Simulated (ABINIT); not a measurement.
**Completion of the band sum in GW: WS2 (Tungstenite)**

Wanted: gap and time of WS2 (Tungstenite) with truncated and completed band sums.

Program: ABINIT 10.8.3. Level of theory: PBE and many-body steps on it, plane waves. Values are calculated unless marked as measured.

## Step 1: The structure

It takes space group P6_3/mmc (No. 194, hexagonal). Conventional cell: a = 3.153 Å, b = 3.153 Å, c = 12.323 Å, α = 90.00°, β = 90.00°, γ = 120.00°. Nearest to W lie 6 S at 2.40 Å. Nearest to S lie 3 W at 2.40 Å. Farther neighbours, and contacts between anions beyond the nearest, are not listed.

Structure file:

```cif
data_structure
_symmetry_space_group_name_H-M 'P6_3/mmc'
_symmetry_Int_Tables_number 194
_cell_length_a 3.1532
_cell_length_b 3.1532
_cell_length_c 12.3230
_cell_angle_alpha 90.000
_cell_angle_beta 90.000
_cell_angle_gamma 120.000
_cell_volume 106.11
loop_
_atom_site_label
_atom_site_type_symbol
_atom_site_symmetry_multiplicity
_atom_site_Wyckoff_symbol
_atom_site_fract_x
_atom_site_fract_y
_atom_site_fract_z
_atom_site_occupancy
W1 W 2 c 0.33333 0.66667 0.25000 1
S1 S 4 f 0.33333 0.66667 0.62250 1
```

The cell and positions come from the Crystallography Open Database and are kept as given unless a step says otherwise.

## Step 2: Empty states on the mesh, 6×6×1 mesh, 260 bands

This step: ABINIT 10.8.3; DFT, PBE, plane waves, norm-conserving pseudopotentials.

The sums over transitions need many empty states on a uniform mesh; this step solves for them.

Contents of run.abi:

```
acell 3*1.0 Angstrom
rprim 
  3.153199999992 0.000000000002 0.000000000000
  -1.576599999998 2.730751303206 0.000000000000
  0.000000000000 0.000000000000 12.323000000000
ntypat 2
znucl 74 16
natom 6
typat 1 1 2 2 2 2
xred 
  0.333333333333 0.666666666667 0.250000000000
  0.666666666667 0.333333333333 0.750000000000
  0.333333333333 0.666666666667 0.622500000000
  0.666666666667 0.333333333333 0.122500000000
  0.333333333333 0.666666666667 0.877500000000
  0.666666666667 0.333333333333 0.377500000000
pp_dirpath "pseudos"
pseudos "W.upf, S.upf"
ecut 31
ngkpt 6 6 1
nshiftk 1
shiftk 0 0 0
kptopt 1
chksymbreak 0
irdden 1
istwfk *1
nband 260
prtvol 0
optdriver 6
gwr_task "HDIAGO"
paral_kgb 0
occopt 1
indata_prefix "in"
outdata_prefix "out"
tmpdata_prefix "tmp"
```

The run is started by

```
> OMP_NUM_THREADS=1 mpirun -n 8 abinit run.abi > log
```

Standard output:

```text
.Version 10.8.3 of ABINIT. v10.8.2 released Aug 2026.

 Symmetries : space group P6_3/m m c (#194); Bravais hP (primitive hexag.)
[... echo of the input left out ...]
== DATASET  1 ==================================================================
-   mpi_nproc: 8, omp_nthreads: 1 (-1 if OMP is not activated)

--- !DatasetInfo
iteration_state: {dtset: 1, }
dimensions: {natom: 6, nkpt: 7, mband: 260, nsppol: 1, nspinor: 1, nspden: 1, mpw: 5929, }
cutoff_energies: {ecut:  31.0, pawecutdg:  -1.0, }
[...]
Indirect band gap semiconductor
 Fundamental gap:     0.981 (eV)
   VBM:     9.509 (eV) at k: [ 0.0000E+00,  0.0000E+00,  0.0000E+00]
   CBM:    10.490 (eV) at k: [ 1.6667E-01,  1.6667E-01,  0.0000E+00]
 Direct gap:         1.837 (eV) at k: [ 3.3333E-01,  3.3333E-01,  0.0000E+00]

== END DATASET(S) ==============================================================
================================================================================

 -outvars: echo values of variables after computation  --------
           etotal      0.0000000000E+00
            nband         260
             nkpt           7
          spgroup         194
 [... the other variables as echoed above ...]

 Calculation completed.
```

Elapsed: 2.3 min, on 8 MPI ranks of Arm Neoverse V1, shared host; peak memory 15 GiB; 18 min of CPU time.

This step gave:

```
gap                                                           : 0.9806 eV
k of the valence top                                          : 0, 0, 0
k of the conduction bottom                                    : 0.1667, 0.1667, 0
least direct gap                                              : 1.837 eV
k points computed                                             : 7
lowest point of the top converged band, above the valence top : 81.7645 eV
```

On this mesh the gap is 0.981 eV.

The density comes from a self-consistent run that is not shown.

## Step 3: Screening, 6×6×1 mesh, 252 bands, screening to 152.4 eV

The RPA dielectric matrix is built and inverted for each q.

This step: RPA screening on PBE, plane waves, norm-conserving pseudopotentials.

run.abi, as its differences from that of step 2:

```diff
@@ -24,10 +24,11 @@
 chksymbreak 0
-irdden 1
 istwfk *1
-nband 260
-prtvol 0
-optdriver 6
-gwr_task "HDIAGO"
-paral_kgb 0
 occopt 1
+irdwfk 1
+optdriver 3
+nband 252
+ecuteps 5.6
+inclvkb 2
+awtr 1
+symchi 1
 indata_prefix "in"
```

Standard output:

```text
.Version 10.8.3 of ABINIT. v10.8.2 released Aug 2026.

 Symmetries : space group P6_3/m m c (#194); Bravais hP (primitive hexag.)
[... echo of the input left out ...]
== DATASET  1 ==================================================================
-   mpi_nproc: 8, omp_nthreads: 1 (-1 if OMP is not activated)

--- !DatasetInfo
iteration_state: {dtset: 1, }
dimensions: {natom: 6, nkpt: 7, mband: 252, nsppol: 1, nspinor: 1, nspden: 1, mpw: 5929, }
cutoff_energies: {ecut:  31.0, pawecutdg:  -1.0, }
electrons: {nelect:   5.20000000E+01, charge:   0.00000000E+00, occopt:   1.00000000E+00, tsmear:   1.00000000E-02, }

 SCREENING: Calculation of the susceptibility and dielectric matrices

 Based on a program developped by R.W. Godby, V. Olevano, G. Onida, and L. Reining.
 Incorporated in ABINIT by V. Olevano, G.-M. Rignanese, and M. Torrent.
.Using double precision arithmetic ; gwpc =  8

[... cell and pseudopotentials left out ...]
--------------------------------------------------------------------------------

 ==== K-mesh for the wavefunctions ====
 Number of points in the irreducible wedge :     7
[... list of points left out ...]
 Together with 24 symmetry operations and time-reversal symmetry
 yields    36 points in the full Brillouin Zone.

 ==== Q-mesh for the screening function ====
 Number of points in the irreducible wedge :     7
[... list of points left out ...]
 Together with 24 symmetry operations and time-reversal symmetry
 yields    36 points in the full Brillouin Zone.

 setmesh: FFT mesh size selected  =    20x   20x   90
          total number of points  =        36000

 vcoul_init : cutoff-mode = AUXILIARY_FUNCTION
 q-points for optical limit:   1
     1)      0.000010    0.000020    0.000030

- screening: taking advantage of time-reversal symmetry
- Maximum band index for partially occupied states nbvw = 26
- Remaining bands to be divided among processors   nbcw = 226
- Number of bands treated by each node ~28

 Number of electrons calculated from density =   52.0000; Expected =   52.0000
 average of density, n =  0.072620
 r_s =    1.4869
 omega_plasma =   25.9946 [eV]

 calculating chi0 at frequencies [eV] :
  1    0.000000E+00    0.000000E+00
  2    0.000000E+00    2.599465E+01

--------------------------------------------------------------------------------
  q-point number  1        q = ( 0.000000, 0.000000, 0.000000) [r.l.u.]
--------------------------------------------------------------------------------
[... chi0 elements left out ...]
 For q-point:  0.000010 0.000020 0.000030
  dielectric constant =  13.5171
  dielectric constant without local fields =  15.0817

  Average fulfillment of the sum rule on Im[epsilon] for q-point    1 :     88.94  [%]
[... wings left out ...]
  q-point number  2        q = ( 0.166667, 0.000000, 0.000000) [r.l.u.]
--------------------------------------------------------------------------------
[... chi0 elements left out ...]
  Average fulfillment of the sum rule on Im[epsilon] for q-point    2 :     90.70  [%]

 [... 5 further q-points ...]
```

The job ended after 2.5 min (8 MPI ranks; peak memory 3.1 GiB; 20 min of CPU time).

Numbers from this step:

* ε∞ with local fields, on this mesh: 13.52
* ε∞ without local fields, on this mesh: 15.08
* plasma frequency: 25.99 eV
* plane waves in the screening matrix: 463

Local fields lower ε∞ by 10 %. On a Γ-centred mesh this coarse the value itself is usually too large, while a short band sum pulls it down.

## Step 4: 252 bands

The self-energy is evaluated for the states that the input lists, and the quasiparticle equation is solved.

This step: G0W0 on PBE, plane waves, norm-conserving pseudopotentials.

run.abi, as its differences from that of step 3:

```diff
@@ -27,8 +27,19 @@
 irdwfk 1
-optdriver 3
+optdriver 4
 nband 252
+gwcalctyp 0
+ecutsigx 31
+symsigma 1
+nkptgw 3
+kptgw 
+  0.0000000000 0.0000000000 0.0000000000
+  0.1666666667 0.1666666667 0.0000000000
+  0.3333333333 0.3333333333 0.0000000000
+bdgw 
+  25 28
+  25 28
+  25 28
 ecuteps 5.6
-inclvkb 2
-awtr 1
-symchi 1
+irdscr 1
+ppmodel 1
 indata_prefix "in"
```

Standard output:

```text
.Version 10.8.3 of ABINIT. v10.8.2 released Aug 2026.

 Symmetries : space group P6_3/m m c (#194); Bravais hP (primitive hexag.)
[... echo of the input left out ...]
== DATASET  1 ==================================================================
-   mpi_nproc: 8, omp_nthreads: 1 (-1 if OMP is not activated)

--- !DatasetInfo
iteration_state: {dtset: 1, }
dimensions: {natom: 6, nkpt: 7, mband: 252, nsppol: 1, nspinor: 1, nspden: 1, mpw: 5929, }
cutoff_energies: {ecut:  31.0, pawecutdg:  -1.0, }
electrons: {nelect:   5.20000000E+01, charge:   0.00000000E+00, occopt:   1.00000000E+00, tsmear:   1.00000000E-02, }

 SIGMA: Calculation of the GW corrections

 Based on a program developped by R.W. Godby, V. Olevano, G. Onida, and L. Reining.
 Incorporated in ABINIT by V. Olevano, G.-M. Rignanese, and M. Torrent.
.Using double precision arithmetic ; gwpc =  8

[... cell and pseudopotentials left out ...]
--------------------------------------------------------------------------------

 ==== K-mesh for the wavefunctions ====
 Number of points in the irreducible wedge :     7
[... list of points left out ...]
 Together with 24 symmetry operations and time-reversal symmetry
 yields    36 points in the full Brillouin Zone.

 ==== Q-mesh for screening function ====
 Number of points in the irreducible wedge :     7
[... list of points left out ...]
 Together with 24 symmetry operations and time-reversal symmetry
 yields    36 points in the full Brillouin Zone.

 vcoul_init : cutoff-mode = AUXILIARY_FUNCTION
 q-points for optical limit:   1
     1)      0.000010    0.000020    0.000030
 setmesh: FFT mesh size selected  =    25x   25x  120
          total number of points  =        75000

 Number of electrons calculated from density =   52.0000; Expected =   52.0000
 average of density, n =  0.072620
 r_s =    1.4869
 omega_plasma =   25.9946 [eV]

 === KS Band Gaps ===
  >>>> For spin  1
   Minimum direct gap =   1.8369 [eV], located at k-point      :   0.3333  0.3333  0.0000
   Fundamental gap    =   0.9806 [eV], Top of valence bands at :   0.0000  0.0000  0.0000
                                       Bottom of conduction at :   0.1667  0.1667  0.0000
 SIGMA fundamental parameters:
 PLASMON POLE MODEL  1
 number of plane-waves for SigmaX                 5885
 number of plane-waves for SigmaC and W            463
 number of plane-waves for wavefunctions          5885
 number of bands                                   252
 number of independent spin polarizations            1
 number of spinorial components                      1
 number of k-points in IBZ                           7
 number of q-points in IBZ                           7
 number of symmetry operations                      24
 number of k-points in BZ                           36
 number of q-points in BZ                           36
 number of frequencies for dSigma/dE                 9
 frequency step for dSigma/dE [eV]                0.25
 number of omega for Sigma on real axis              0
 max omega for Sigma on real axis  [eV]           0.00
 zcut for avoiding poles [eV]                     0.10

 EPSILON^-1 parameters (SCR file):
 dimension of the eps^-1 matrix on file            463
 dimension of the eps^-1 matrix used               463
 number of plane-waves for wavefunctions          5885
 number of bands                                   252
 number of q-points in IBZ                           7
 number of frequencies                               2
 number of real frequencies                          1
 number of imag frequencies                          1

 matrix elements of self-energy operator (all in [eV])

 Perturbative Calculation

--- !SelfEnergy_ee
iteration_state: {dtset: 1, }
kpoint     : [   0.000,    0.000,    0.000, ]
spin       : 1
KS_gap     :    2.311
QP_gap     :    2.763
Delta_QP_KS:    0.452
data: !SigmaeeData |
     Band     E0 <VxcDFT>   SigX SigC(E0)      Z dSigC/dE  Sig(E)    E-E0       E
       25   8.288 -14.458 -15.573   1.031   0.788  -0.269 -14.524  -0.066   8.221
       26   9.509 -15.590 -16.105   0.531   0.785  -0.273 -15.577   0.013   9.522
       27  11.820 -15.225 -10.553  -4.082   0.788  -0.269 -14.760   0.465  12.285
       28  11.820 -15.225 -10.553  -4.082   0.788  -0.269 -14.760   0.465  12.285

--- !SelfEnergy_ee
iteration_state: {dtset: 1, }
kpoint     : [   0.167,    0.167,    0.000, ]
spin       : 1
KS_gap     :    2.486
QP_gap     :    2.853
Delta_QP_KS:    0.367
data: !SigmaeeData |
     Band     E0 <VxcDFT>   SigX SigC(E0)      Z dSigC/dE  Sig(E)    E-E0       E
       25   7.976 -15.191 -16.569   1.314   0.783  -0.276 -15.241  -0.050   7.926
       26   8.004 -15.258 -16.559   1.277   0.784  -0.276 -15.277  -0.019   7.985
[...]
--- !SelfEnergy_ee
iteration_state: {dtset: 1, }
kpoint     : [   0.333,    0.333,    0.000, ]
spin       : 1
KS_gap     :    1.837
QP_gap     :    2.402
Delta_QP_KS:    0.565
data: !SigmaeeData |
     Band     E0 <VxcDFT>   SigX SigC(E0)      Z dSigC/dE  Sig(E)    E-E0       E
[...]
26   8.977 -15.421 -15.957   0.576   0.788  -0.270 -15.390   0.031   9.008
       27  10.814 -16.363 -11.961  -3.647   0.790  -0.267 -15.767   0.596  11.410
       28  10.814 -16.363 -11.961  -3.647   0.790  -0.267 -15.767   0.596  11.410

== END DATASET(S) ==============================================================
================================================================================

 -outvars: echo values of variables after computation  --------
           etotal      0.0000000000E+00
            nband         252
             nkpt           7
          spgroup         194
 [... the other variables as echoed above ...]

 Calculation completed.
```

The job ended after 53 s (8 MPI ranks; peak memory 2.6 GiB).

Numbers from this step:

| Property | Result |
| --- | --- |
| G0W0 gap on the mesh | 1.316 eV |
| starting gap on the mesh | 0.9806 eV |
| k of the valence top | 0, 0, 0 |
| k of the conduction bottom | 0.1667, 0.1667, 0 |
| Z at the valence top | 0.785 |
| Z at the conduction bottom | 0.794 |
| least direct G0W0 gap on the computed points | 2.402 eV |

The gap on the mesh goes from 0.98 eV to 1.32 eV, a correction of +0.34 eV.

## Step 5: Screening, 6×6×1 mesh, 46 bands, screening to 152.4 eV

This step: RPA screening on PBE, plane waves, norm-conserving pseudopotentials.

run.abi, as its differences from that of step 4:

```diff
@@ -27,19 +27,8 @@
 irdwfk 1
-optdriver 4
-nband 252
-gwcalctyp 0
-ecutsigx 31
-symsigma 1
-nkptgw 3
-kptgw 
-  0.0000000000 0.0000000000 0.0000000000
-  0.1666666667 0.1666666667 0.0000000000
-  0.3333333333 0.3333333333 0.0000000000
-bdgw 
-  25 28
-  25 28
-  25 28
+optdriver 3
+nband 46
 ecuteps 5.6
-irdscr 1
-ppmodel 1
+inclvkb 2
+awtr 1
+symchi 1
 indata_prefix "in"
```

Standard output:

```text
.Version 10.8.3 of ABINIT. v10.8.2 released Aug 2026.

 Symmetries : space group P6_3/m m c (#194); Bravais hP (primitive hexag.)
[... echo of the input left out ...]
== DATASET  1 ==================================================================
-   mpi_nproc: 8, omp_nthreads: 1 (-1 if OMP is not activated)

--- !DatasetInfo
iteration_state: {dtset: 1, }
dimensions: {natom: 6, nkpt: 7, mband: 46, nsppol: 1, nspinor: 1, nspden: 1, mpw: 5929, }
cutoff_energies: {ecut:  31.0, pawecutdg:  -1.0, }
electrons: {nelect:   5.20000000E+01, charge:   0.00000000E+00, occopt:   1.00000000E+00, tsmear:   1.00000000E-02, }

 SCREENING: Calculation of the susceptibility and dielectric matrices

 Based on a program developped by R.W. Godby, V. Olevano, G. Onida, and L. Reining.
 Incorporated in ABINIT by V. Olevano, G.-M. Rignanese, and M. Torrent.
.Using double precision arithmetic ; gwpc =  8

[... cell and pseudopotentials left out ...]
--------------------------------------------------------------------------------

 ==== K-mesh for the wavefunctions ====
 Number of points in the irreducible wedge :     7
[... list of points left out ...]
 Together with 24 symmetry operations and time-reversal symmetry
 yields    36 points in the full Brillouin Zone.

 ==== Q-mesh for the screening function ====
 Number of points in the irreducible wedge :     7
[... list of points left out ...]
 Together with 24 symmetry operations and time-reversal symmetry
 yields    36 points in the full Brillouin Zone.

 setmesh: FFT mesh size selected  =    20x   20x   90
          total number of points  =        36000

 vcoul_init : cutoff-mode = AUXILIARY_FUNCTION
 q-points for optical limit:   1
     1)      0.000010    0.000020    0.000030

- screening: taking advantage of time-reversal symmetry
- Maximum band index for partially occupied states nbvw = 26
- Remaining bands to be divided among processors   nbcw = 20
- Number of bands treated by each node ~2

 Number of electrons calculated from density =   52.0000; Expected =   52.0000
 average of density, n =  0.072620
 r_s =    1.4869
 omega_plasma =   25.9946 [eV]

 calculating chi0 at frequencies [eV] :
  1    0.000000E+00    0.000000E+00
  2    0.000000E+00    2.599465E+01

--------------------------------------------------------------------------------
  q-point number  1        q = ( 0.000000, 0.000000, 0.000000) [r.l.u.]
--------------------------------------------------------------------------------
[... chi0 elements left out ...]
 For q-point:  0.000010 0.000020 0.000030
  dielectric constant =  13.2187
  dielectric constant without local fields =  14.8562

  Average fulfillment of the sum rule on Im[epsilon] for q-point    1 :     51.78  [%]
[... wings left out ...]
  q-point number  2        q = ( 0.166667, 0.000000, 0.000000) [r.l.u.]
--------------------------------------------------------------------------------
[... chi0 elements left out ...]
  Average fulfillment of the sum rule on Im[epsilon] for q-point    2 :     55.62  [%]

 [... 5 further q-points ...]
```

It took 20 s on 8 MPI ranks; peak memory 1.8 GiB.

Read from the output:

| Item | Value |
| --- | --- |
| ε∞ with local fields, on this mesh | 13.22 |
| ε∞ without local fields, on this mesh | 14.86 |
| plasma frequency | 25.99 eV |
| plane waves in the screening matrix | 463 |

[end of part 1 of 2]

[Long decimals in the printed logs are rounded to 6 places.]

[Logs are printed without paths, hosts, clocks, repeated set-up lines and the standing remarks that a program may print on its own settings, such as how far it seeks lower states.]

[Paths, hosts, dates, memory and timing lines, banners, echoed tables and standing remarks are left out of the program output; an Ansatz launch command may be rebuilt from the run's recorded settings. Measured values are a selection of at most five: reports struck by readers or far from the other reports are left out. None is set beside runs whose start may be inverted or whose files or cutoffs have a known fault.]

[Runs of the session that timed out or met a known fault of the program may be left out.]

[Hosts, paths, dates, database ids (printed as entryN), source tags and the programs' standing remarks are cut or masked in the printed files.]

[G0W0 gaps are taken among the corrected bands and points alone; a level outside them can change the order at an edge.]

[Where Ansatz stands beside ABINIT at settings called matched, ABINIT's density can come from a denser mesh and the files from another edition; pairs whose starting gaps differed by over 0.03 eV were left out, so agreement reads better than it is.]
